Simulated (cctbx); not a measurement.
# Which space group?

Cell: a = 11.4260 Å, b = 8.6270 Å, c = 7.8450 Å, α = 90.00°, β = 95.04°, γ = 90.00°. Expected content of the cell: Cr8 Cl20 Li4.

Simulated single-crystal data (cctbx): synchrotron X-rays, λ = 0.4959 Å, to d = 0.84 Å, 70 % of the full sphere, strongest reflection 20000 counts, noise from counting, a 3 % proportional error and a noise floor of 8 counts (s.d.); no absorption.

Tests on the unmerged data give:

```text
3818 reflections to d = 0.840 A
centring   violations  <I/sigma> of those
    A       1293 of  1905     10.8
    B       1337 of  1913     11.1
    C       1276 of  1870     10.0
    I       1327 of  1904     10.9
    R       1817 of  2576     11.0
    F       1953 of  2844     10.6
Laue class    unique    Rint  (classes that these axes allow; Friedel mates merged)
P -1             2451   0.031
P 1 2/m 1        1427   0.035
space group    extra absences  I>4sigma  <I/sigma>
P 1 2 1                 0          0         -  acentric
P 1 21 1                6          0      -0.0  acentric
P 1 m 1                 0          0         -  acentric
P 1 c 1               141          0      -0.0  acentric
P 1 2/m 1               0          0         -  centric
P 1 21/m 1              6          0      -0.0  centric
P 1 2/c 1             141          0      -0.0  centric
P 1 21/c 1            147          0      -0.0  centric
Wilson B = 1.26 A^2   <|E^2-1|> = 0.937 (0.968 centric, 0.736 acentric)   E^2>4: 4.1 %
shell (A)         n   <I/sigma>
 8.63 - 1.68    188     20.3
 1.68 - 1.33    180     19.4
 1.33 - 1.16    179     19.1
 1.16 - 1.06    182     16.5
 1.06 - 0.98    169     15.9
 0.98 - 0.92    193     13.4
 0.92 - 0.88    162     12.0
 0.88 - 0.84    174     12.1
```

**Question.** What are the lattice type, the Laue class and the likely space group?

Every centring test has many violations, so the lattice is primitive.

Rint stays low (0.031 to 0.035) up to P 1 2/m 1, the highest class in these axes.

8 settings pass the absence test. The most absences obeyed, 147, belong to P 1 21/c 1 alone.

⟨|E²−1|⟩ = 0.937 leans to a centrosymmetric structure. The Wilson B of 1.26 Å² means U ≈ 0.0160 Å².

The true group is P2_1/c (no. 14), Laue class 2/m, centrosymmetric. The tables fix it.

The model was made for the exercise: a known structure type with other elements put in, its volume estimated, not relaxed; displacement parameters are assumed.

[Logs are printed without paths, hosts, clocks, repeated set-up lines and the standing remarks that a program may print on its own settings, such as how far it seeks lower states.]
